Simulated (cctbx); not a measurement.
# Fe2WS4 with cctbx, script by script

Library: cctbx 2025.11.

## 1. Energy scan

run.py:

```python
from cctbx import adptbx, crystal, miller, xray
from cctbx.array_family import flex
from cctbx.eltbx import sasaki

cs = crystal.symmetry(unit_cell=(13.108, 7.616, 6.279, 90, 90, 90), space_group_symbol='Hall: -P 2ac 2n')  # Pnma
atoms = [  # label, site, U (iso, or U11 U22 U33 U12 U13 U23 in A^2), occupancy
    ("W1", (0.0853, 0.25, 0.4202), 0.0157, 1),
    ("Fe1", (0.2671, 0.25, 0.9941), 0.0271, 1),
    ("Fe2", (0.5, 0.5, 0.5), 0.0271, 1),
    ("S1", (0.9224, 0.25, 0.244), 0.0279, 1),
    ("S2", (0.0918, 0.25, 0.8157), 0.0335, 1),
    ("S3", (0.8337, 0.5002, 0.7628), 0.0323, 1),
]
xs = xray.structure(crystal_symmetry=cs)
for label, site, u, occ in atoms:
    u = adptbx.u_cif_as_u_star(cs.unit_cell(), u) if isinstance(u, tuple) else u
    xs.add_scatterer(xray.scatterer(label, site=site, u=u, occupancy=occ))
hkl = [(1, 0, 1), (2, 1, 0), (3, 0, 1), (0, 0, 2)]
ms = miller.set(cs, flex.miller_index(hkl + [tuple(-v for v in h) for h in hkl]), anomalous_flag=True)
print("E (eV)    f'(Fe)   f''   " + "".join("%16s" % ("|F|" + " ".join(map(str, h))) for h in hkl))
for e in [6512, 6862, 6992, 7052, 7082, 7097, 7104, 7108, 7116, 7120, 7127, 7142, 7172, 7262, 7512]:
    xs.set_inelastic_form_factors(12398.42 / e, "sasaki")
    t = sasaki.table("Fe").at_ev(e)
    f = flex.abs(ms.structure_factors_from_scatterers(xs, algorithm="direct").f_calc().data())
    n = len(hkl)
    print("%7.0f %7.2f %6.2f  " % (e, t.fp(), t.fdp()) + "".join("%9.1f/%6.1f" % (f[k], f[k + n]) for k in range(n)))
```

```console
$ python run.py
```

```text
E (eV)    f'(Fe)   f''           |F|1 0 1        |F|2 1 0        |F|3 0 1        |F|0 0 2
   6512   -2.25   0.55       95.4/  95.4    213.7/ 213.7     97.7/  97.7     98.8/  98.8
   6862   -3.07   0.50       97.4/  97.4    213.5/ 213.5     93.5/  93.5     92.3/  92.3
   6992   -3.80   0.48       99.6/  99.6    213.7/ 213.7     89.8/  89.8     86.6/  86.6
   7052   -4.56   0.47      102.0/ 102.0    214.1/ 214.1     86.0/  86.0     80.9/  80.9
   7082   -5.23   0.47      104.3/ 104.3    214.6/ 214.6     82.6/  82.6     75.8/  75.8
   7097   -5.97   0.47      106.8/ 106.8    215.2/ 215.2     78.9/  78.9     70.2/  70.2
   7104   -6.62   0.47      109.1/ 109.1    215.7/ 215.7     75.5/  75.5     65.3/  65.3
   7108   -7.33   0.47      111.5/ 111.5    216.3/ 216.3     72.0/  72.0     60.0/  60.0
   7116   -7.57   3.95      111.1/ 111.1    216.2/ 216.2     73.5/  73.5     67.1/  67.1
   7120   -6.73   3.94      108.1/ 108.1    215.4/ 215.4     77.6/  77.6     72.6/  72.6
   7127   -5.99   3.94      105.5/ 105.5    214.8/ 214.8     81.2/  81.2     77.5/  77.5
   7142   -5.19   3.92      102.7/ 102.7    214.1/ 214.1     85.1/  85.1     83.0/  83.0
   7172   -4.41   3.89       99.9/  99.9    213.4/ 213.4     88.9/  88.9     88.3/  88.3
   7262   -3.31   3.79       95.8/  95.8    212.2/ 212.2     94.2/  94.2     95.6/  95.6
   7512   -2.18   3.56       91.3/  91.3    210.5/ 210.5     99.6/  99.6    102.8/ 102.8
```

Run time: 0.2 s on 1 thread of Arm Neoverse V2 (shared host), peak memory 0.07 GiB.

[Logs are printed without paths, hosts, clocks, repeated set-up lines and the standing remarks that a program may print on its own settings, such as how far it seeks lower states.]
